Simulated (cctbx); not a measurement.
# Reading a Patterson map

Space group P2_1/c (no. 14), a = 7.6040 Å, b = 10.5720 Å, c = 11.1790 Å, α = 90.00°, β = 90.29°, γ = 90.00°, content Pb12 Sn4 Si8 O36.

Simulated single-crystal data (cctbx): Cu Kα, λ = 1.54184 Å, to d = 0.83 Å, 80 % of the full sphere, strongest reflection 20000 counts, noise from counting, a 6 % proportional error and a noise floor of 15 counts (s.d.); no absorption.

Patterson synthesis, origin scaled to 1000:

```text
Patterson group P 1 2/m 1
      u       v       w   height  length (A)
  0.000   0.000   0.000   1000.0     0.00
  0.500   0.000   0.000    531.6     3.80
  0.252   0.500   0.691    298.2     6.60
  0.000   0.386   0.000    280.4     4.08
  0.500   0.136   0.500    269.0     6.90
  0.500   0.251   0.500    251.1     7.25
  0.000   0.285   0.500    233.2     6.35
  0.244   0.248   0.799    226.9     3.93
  0.255   0.113   0.708    220.8     3.98
  0.248   0.500   0.312    183.9     6.60
  0.260   0.219   0.210    174.6     3.84
  0.241   0.092   0.299    169.8     3.93
  0.000   0.142   0.500    160.1     5.79
  0.500   0.388   0.000    154.8     5.60
```

**Question.** Which atom pairs make the peaks, and where is the heaviest atom?

A peak at u stands for all pairs with xi − xj = u, with weight Σ ZiZj against Σ Z² = 94560 at the origin. Peak heights follow these weights only roughly, since form factors, motion and series ripples differ, all vectors within 0.55 Å of a peak are counted as merged into it though the farther ones add only part of their weight, and F(000) is left out, which lowers the whole map:

| u | v | w | shortest length (Å) | height | 1000 ΣZiZj/ΣZ² | pairs in the cell |
| --- | --- | --- | --- | --- | --- | --- |
| 0.500 | 0.000 | 0.000 | 3.80 | 532 | 932 | 8 × Pb–Pb, 8 × Pb–Sn, 8 × Si–Si |
| 0.252 | 0.500 | 0.691 | 6.60 | 298 | 480 | 6 × Pb–Pb, 2 × Sn–Sn |
| 0.000 | 0.386 | 0.000 | 4.08 | 280 | 458 | 4 × Pb–Pb, 4 × Pb–Sn |
| 0.500 | 0.136 | 0.500 | 6.90 | 269 | 287 | 4 × Pb–Pb, 4 × O–O |
| 0.500 | 0.251 | 0.500 | 7.25 | 251 | 472 | 4 × Pb–Pb, 4 × Pb–Sn, 4 × Si–Si, 8 × O–O |
| 0.000 | 0.285 | 0.500 | 6.35 | 233 | 294 | 4 × Pb–Pb, 8 × O–O, 2 × Si–Si |
| 0.244 | 0.248 | 0.799 | 3.93 | 227 | 258 | 2 × Pb–Pb, 2 × Pb–Sn, 2 × Pb–Si, 4 × Si–O |
| 0.255 | 0.113 | 0.708 | 3.99 | 221 | 230 | 2 × Pb–Pb, 2 × Pb–Sn, 2 × O–O |
| 0.248 | 0.500 | 0.312 | 6.60 | 184 | 284 | 4 × Pb–Pb |
| 0.260 | 0.219 | 0.210 | 3.84 | 175 | 214 | 2 × Pb–Pb, 4 × Pb–Si, 2 × Sn–Si, 6 × Si–O, 2 × O–O |

The table stops at ten peaks or at a height of 45, below which ripples compete. In the model behind the data Pb, the heaviest element, has 3 independent sites: (0.6257, 0.1980, 0.5952), (0.1245, 0.1661, 0.5816) and (0.6363, 0.5812, 0.6166), up to an allowed shift of origin; the Pb–Pb vectors are differences of these positions and their symmetry mates. The whole model:

| atom | mult. | x | y | z | Ueq (Å²) |
| --- | --- | --- | --- | --- | --- |
| Pb1 | 4 | 0.6257 | 0.1980 | 0.5952 | 0.0065 |
| Pb2 | 4 | 0.1245 | 0.1661 | 0.5816 | 0.0064 |
| Pb3 | 4 | 0.6363 | 0.5812 | 0.6166 | 0.0079 |
| Sn1 | 4 | 0.1201 | 0.9414 | 0.1174 | 0.0093 |
| Si1 | 4 | 0.8314 | 0.3773 | 0.8159 | 0.0141 |
| Si2 | 4 | 0.3935 | 0.3579 | 0.8003 | 0.0117 |
| O1 | 4 | 0.3106 | 0.5021 | 0.7612 | 0.0170 |
| O2 | 4 | 0.8562 | 0.3976 | 0.9581 | 0.0175 |
| O3 | 4 | 0.0830 | 0.4973 | 0.2526 | 0.0139 |
| O4 | 4 | 0.6133 | 0.1077 | 0.2714 | 0.0144 |
| O5 | 4 | 0.0987 | 0.7323 | 0.7373 | 0.0153 |
| O6 | 4 | 0.3554 | 0.2727 | 0.2182 | 0.0136 |
| O7 | 4 | 0.3855 | 0.3351 | 0.9532 | 0.0139 |
| O8 | 4 | 0.0899 | 0.3852 | 0.5131 | 0.0173 |
| O9 | 4 | 0.6598 | 0.1048 | 0.9866 | 0.0139 |

This is a model crystal, built by substitution and not relaxed, with assumed displacement parameters.

[Logs are printed without paths, hosts, clocks, repeated set-up lines and the standing remarks that a program may print on its own settings, such as how far it seeks lower states.]
